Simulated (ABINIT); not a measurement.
# A GW chain in ABINIT: Cs2AgSbBr6 (Fm-3m)

Aim: the G0W0 gap of Cs2AgSbBr6 (Fm-3m) on PBEsol, step by step.

Method: PBEsol and many-body steps on it, plane waves, in ABINIT 10.8.3.

**The experiments to reproduce.**

- Gap 2.18 eV: indirect optical gap from Tauc plot; photothermal deflection spectroscopy; film (solution-processed film on quartz, about 200 nm thick) (“Bandgap Lowering in Mixed Alloys of Cs2Ag(SbxBi1-x)Br6 Double Perovskite Thin Films”, 2020, arxiv:2007.00388).

Most raw output is cut from this account.

### 1. The structure

Symmetry: Fm-3m, No. 225, cubic system. The conventional cell has a = 11.379 Å, b = 11.379 Å, c = 11.379 Å, α = 90.00°, β = 90.00°, γ = 90.00°. Nearest to Cs lie 12 Br at 4.02 Å. Ag has 6 Br at 2.86 Å nearest. Nearest to Sb lie 6 Br at 2.83 Å. Br has 1 Sb at 2.83 Å and 1 Ag at 2.86 Å and 4 Cs at 4.02 Å nearest. Farther neighbours and most contacts between anions are not listed.

The cell and positions are those that the Materials Project relaxed with its own functionals (PBE, PBE+U or r2SCAN), kept fixed. Spin-orbit coupling is left out unless a step names it.

### 2. Ground state

This step: ABINIT 10.8.3; DFT, PBEsol, plane waves, norm-conserving pseudopotentials.

The ground-state density comes first.

run.abi reads:

```
acell 3*1.0 Angstrom
rprim 
  0.000000000000 5.689253000000 5.689253000000
  5.689253000000 0.000000000000 5.689253000000
  5.689253000000 5.689253000000 0.000000000000
ntypat 4
znucl 55 47 51 35
natom 10
typat 1 1 2 3 4 4 4 4 4 4
xred 
  0.750000000000 0.750000000000 0.750000000000
  0.250000000000 0.250000000000 0.250000000000
  0.500000000000 0.500000000000 0.500000000000
  0.000000000000 0.000000000000 0.000000000000
  0.751554000000 0.248446000000 0.248446000000
  0.248446000000 0.248446000000 0.751554000000
  0.248446000000 0.751554000000 0.751554000000
  0.248446000000 0.751554000000 0.248446000000
  0.751554000000 0.248446000000 0.751554000000
  0.751554000000 0.751554000000 0.248446000000
pp_dirpath "pseudos"
pseudos "Cs.upf, Ag.upf, Sb.upf, Br.upf"
ecut 40
ngkpt 4 4 4
nshiftk 1
shiftk 0 0 0
kptopt 1
chksymbreak 0
nband 90
occopt 1
tolvrs 1e-08
nstep 60
prtwf 0
optforces 0
optstress 0
indata_prefix "in"
outdata_prefix "out"
tmpdata_prefix "tmp"
```

Launch:

```bash
$ OMP_NUM_THREADS=1 mpirun -n 8 abinit run.abi > log
```

Run time: 6.7 min. Hardware: 8 MPI ranks of Arm Neoverse V1, shared host; peak memory 2.7 GiB; 53 min of CPU time.

Numbers from this step:

| Property | Result |
| --- | --- |
| total energy | -34463.0423 eV |
| gap | 0.8123 eV |
| k of the valence top | 0.5, 0.5, 0 |
| k of the conduction bottom | 0.5, 0, 0 |
| least direct gap | 1.965 eV |

The gap is indirect, with the least direct gap 1.15 eV higher.

### 3. Bands along the symmetry lines

Levels along a band path, at the cheap level, show where the edges lie and whether the meshes to come will hold them.

run.abi: that of step 2 with these lines changed.

```diff
@@ -23,14 +23,34 @@
 ecut 40
-ngkpt 4 4 4
-nshiftk 1
-shiftk 0 0 0
-kptopt 1
-chksymbreak 0
-nband 90
-occopt 1
-tolvrs 1e-08
-nstep 60
+iscf -2
+irdden 1
+kptopt 0
+nkpt 20
+kpt 
+  0.00000000 0.00000000 0.00000000
+  0.16666667 0.00000000 0.16666667
+  0.33333333 0.00000000 0.33333333
+  0.50000000 0.00000000 0.50000000
+  0.54166667 0.08333333 0.54166667
+  0.58333333 0.16666667 0.58333333
+  0.62500000 0.25000000 0.62500000
+  0.37500000 0.37500000 0.75000000
+  0.25000000 0.25000000 0.50000000
+  0.12500000 0.12500000 0.25000000
+  0.00000000 0.00000000 0.00000000
+  0.16666667 0.16666667 0.16666667
+  0.33333333 0.33333333 0.33333333
+  0.50000000 0.50000000 0.50000000
+  0.50000000 0.41666667 0.58333333
+  0.50000000 0.33333333 0.66666667
+  0.50000000 0.25000000 0.75000000
+  0.50000000 0.16666667 0.66666667
+  0.50000000 0.08333333 0.58333333
+  0.50000000 0.00000000 0.50000000
+istwfk *1
+nband 88
+nbdbuf 2
+tolwfr 1e-08
+nstep 40
 prtwf 0
-optforces 0
-optstress 0
+prtvol 0
 indata_prefix "in"
```

Wall time 8.8 min (8 MPI ranks); peak memory 2 GiB; 71 min of CPU time.

This step gave:

```yaml
gap: 0.8123 eV
k_of_the_valence_top: 0.5, 0, 0.5
k_of_the_conduction_bottom: 0.5, 0.5, 0.5
least_direct_gap: 1.842 eV
```

The gap is 0.812 eV, as in the run before at this level.

Electronic bands along the path, in eV, zero at the top of the highest filled band:

```
    point  band 78  band 79  band 80  band 81  band 82  band 83  band 84  band 85
        Γ    -1.25    -1.25    -0.96    -0.96     1.89     1.89     1.89     3.39
        X    -1.60    -1.26    -0.96     0.00     2.31     2.31     2.63     3.79
        U    -1.57    -1.44    -1.21    -0.19     1.83     2.55     2.77     4.51
jump to K    -1.57    -1.44    -1.21    -0.19     1.83     2.55     2.77     4.51
        Γ    -1.25    -1.25    -0.96    -0.96     1.89     1.89     1.89     3.39
        L    -1.52    -1.36    -1.36    -1.17     0.81     3.14     3.14     4.70
        W    -1.49    -1.49    -1.44    -0.10     2.11     2.49     2.49     4.67
        X    -1.60    -1.26    -0.96     0.00     2.31     2.31     2.63     3.79
```

### 4. Empty states on the mesh, 2×2×2 mesh, 362 bands

The sums over transitions need many empty states on a uniform mesh; this step solves for them.

run.abi reads:

```
acell 3*1.0 Angstrom
rprim 
  0.000000000000 5.689253000000 5.689253000000
  5.689253000000 0.000000000000 5.689253000000
  5.689253000000 5.689253000000 0.000000000000
ntypat 4
znucl 55 47 51 35
natom 10
typat 1 1 2 3 4 4 4 4 4 4
xred 
  0.750000000000 0.750000000000 0.750000000000
  0.250000000000 0.250000000000 0.250000000000
  0.500000000000 0.500000000000 0.500000000000
  0.000000000000 0.000000000000 0.000000000000
  0.751554000000 0.248446000000 0.248446000000
  0.248446000000 0.248446000000 0.751554000000
  0.248446000000 0.751554000000 0.751554000000
  0.248446000000 0.751554000000 0.248446000000
  0.751554000000 0.248446000000 0.751554000000
  0.751554000000 0.751554000000 0.248446000000
pp_dirpath "pseudos"
pseudos "Cs.upf, Ag.upf, Sb.upf, Br.upf"
ecut 40
ngkpt 2 2 2
nshiftk 1
shiftk 0 0 0
kptopt 1
chksymbreak 0
iscf -2
irdden 1
istwfk *1
nband 362
nbdbuf 32
tolwfr 1e-09
nstep 60
prtvol 0
indata_prefix "in"
outdata_prefix "out"
tmpdata_prefix "tmp"
```

Launch:

```bash
$ OMP_NUM_THREADS=2 mpirun -n 3 abinit run.abi > log
```

Run time: 12 min. Hardware: 3 MPI ranks; peak memory 1.3 GiB; 57 min of CPU time.

This step gave:

| Property | Result |
| --- | --- |
| gap | 0.8123 eV |
| k of the valence top | 0.5, 0.5, 0 |
| k of the conduction bottom | 0.5, 0, 0 |
| least direct gap | 1.981 eV |
| k points computed | 3 |
| lowest point of the top converged band, above the valence top | 38.86 eV |

On this mesh the gap is 0.812 eV.

### 5. Screening, 2×2×2 mesh, 330 bands, screening to 176.9 eV

The RPA dielectric matrix is built and inverted for each q.

This step: RPA screening on PBEsol, plane waves, norm-conserving pseudopotentials.

run.abi: that of step 4 with these lines changed.

```diff
@@ -28,10 +28,11 @@
 chksymbreak 0
-iscf -2
-irdden 1
 istwfk *1
-nband 362
-nbdbuf 32
-tolwfr 1e-09
-nstep 60
-prtvol 0
+occopt 1
+irdwfk 1
+optdriver 3
+nband 330
+ecuteps 6.5
+inclvkb 2
+awtr 1
+symchi 1
 indata_prefix "in"
```

Launch:

```bash
$ OMP_NUM_THREADS=1 mpirun -n 8 abinit run.abi > log
```

The job ended after 15 min (8 MPI ranks; peak memory 19 GiB; 2 h of CPU time).

This step gave:

* ε∞ with local fields, on this mesh, along the program's q direction: 6.603
* the same without local fields: 7.815
* plasma frequency: 24.63 eV
* plane waves in the screening matrix: 1989

Local fields lower ε∞ by 16 %. On a Γ-centred mesh this coarse the value itself is usually too large, while a short band sum pulls it down.

### 6. Self-energy, 2×2×2 mesh, 330 bands, screening to 176.9 eV

The self-energy is evaluated for the states that the input lists, and the levels follow from it, in one-shot runs by the linearised quasiparticle equation.

This step: G0W0 on PBEsol, plane waves, norm-conserving pseudopotentials.

run.abi: that of step 5 with these lines changed.

```diff
@@ -31,8 +31,19 @@
 irdwfk 1
-optdriver 3
+optdriver 4
 nband 330
+gwcalctyp 0
+ecutsigx 40
+symsigma 1
+nkptgw 3
+kptgw 
+  0.5000000000 0.5000000000 0.0000000000
+  0.5000000000 0.0000000000 0.0000000000
+  0.0000000000 0.0000000000 0.0000000000
+bdgw 
+  80 83
+  79 84
+  80 84
 ecuteps 6.5
-inclvkb 2
-awtr 1
-symchi 1
+irdscr 1
+ppmodel 1
 indata_prefix "in"
@@ -40 +51,2 @@
 tmpdata_prefix "tmp"
+gwmem 10
```

It took 7.4 min on 8 MPI ranks; peak memory 10 GiB; 59 min of CPU time.

Numbers from this step:

```yaml
g0w0_gap_on_the_points_computed: 2.294 eV
starting_gap_on_the_mesh: 0.8123 eV
k_of_the_valence_top: 0.5, 0.5, 0
k_of_the_conduction_bottom: 0.5, 0, 0
z_at_the_valence_top: 0.789
z_at_the_conduction_bottom: 0.807
least_direct_g0w0_gap_on_the_computed_points: 3.579 eV
```

The gap on the mesh goes from 0.81 eV to 2.29 eV, a correction of +1.48 eV.

Limits: finite bands, cutoff and mesh; d shell near the gap, gap tends to lie low; no spin-orbit coupling; coarse k mesh. v1 is the top filled band, c1 the lowest empty one. Levels before and after the correction, in eV, zero at the valence-band top of each column:

```
           conduction bottom  valence top
Kohn-Sham               0.81         0.00
     G0W0               2.29         0.00
```

```
                       level  energy (eV)
Kohn-Sham     (0.5 0.5 0) v2       -0.962
Kohn-Sham     (0.5 0.5 0) v1        0.000
Kohn-Sham  (0.5 0.5 0) c1-c2        2.314
Kohn-Sham    (0.5 0 0) v3-v2       -1.364
Kohn-Sham       (0.5 0 0) v1       -1.169
Kohn-Sham       (0.5 0 0) c1        0.812
Kohn-Sham    (0.5 0 0) c2-c3        3.144
     G0W0     (0.5 0.5 0) v2       -1.070
     G0W0     (0.5 0.5 0) v1        0.000
     G0W0  (0.5 0.5 0) c1-c2        3.649
     G0W0    (0.5 0 0) v3-v2       -1.837
     G0W0       (0.5 0 0) v1       -1.285
     G0W0       (0.5 0 0) c1        2.294
     G0W0    (0.5 0 0) c2-c3        4.378
```

### 7. Where the time went

Times are wall times on the hardware named with each run, good to a factor of about two.

```
                          step     time  share  memory (GiB)
                  ground state  6.7 min   13 %           2.7
bands along the symmetry lines  8.8 min   18 %           2.0
      empty states on the mesh   12 min   24 %           1.3
                     screening   15 min   30 %            19
                   self-energy  7.4 min   15 %            10
```

### 8. What came out

```json
{"PBEsol gap": "0.81 eV, indirect", "G0W0 gap on the mesh": "2.29 eV", "GW settings": "2×2×2 mesh, 330 bands, screening to 176.9 eV, Godby-Needs plasmon pole", "known limits": "not at the basis limit; d shell near the gap, gap tends to lie low; no spin-orbit coupling; coarse k mesh"}
```

**Reading.** G0W0 moves the gap on the mesh from 0.81 eV to 2.29 eV (+1.48 eV), with Z of 0.79 and 0.81 at the edges. Local fields lower the RPA ε∞ on this mesh from 7.81 to 6.60; a Γ-centred mesh this coarse tends to raise both, most where the direct gap is narrow, while a short band sum lowers them. Against experiment, by G0W0@PBEsol: the gap of 2.29 eV lies +0.11 eV from the measured 2.18 eV (indirect, 2020). The calculation has static nuclei and no excitons; a measured gap holds zero-point and thermal motion, which mostly lowers it. Bands and cutoff are finite, so the gap is not at the basis limit. The miss can reach some tenths of an eV and take either sign; the mesh is an error of its own. The 2×2×2 mesh is coarse for this cell, which bears on the long-range parts of exchange and screening. A d shell, filled or nearly so, lies near the gap. One-shot GW converges very slowly in bands there, not always from below, and on a semilocal start the gap tends to come out low; starts rich in exact exchange can overshoot instead. The many-body steps are scalar-relativistic: spin-orbit coupling is not in them.

[Paths, hosts, dates, memory and timing lines, banners, echoed tables and standing remarks are left out of the program output.]

[Logs are printed without paths, hosts, clocks, repeated set-up lines and the standing remarks that a program may print on its own settings, such as how far it seeks lower states.]

[Runs of the session that timed out or met a known fault of the program may be left out.]

[Hosts, paths, dates, database ids (printed as entryN), source tags and the programs' standing remarks are cut or masked in the printed files.]

[G0W0 gaps are taken among the corrected bands and points alone; a level outside them can change the order at an edge.]

[Where Ansatz stands beside ABINIT at settings called matched, ABINIT's density can come from a denser mesh and the files from another edition; pairs whose starting gaps differed by over 0.03 eV were left out, so agreement reads better than it is.]
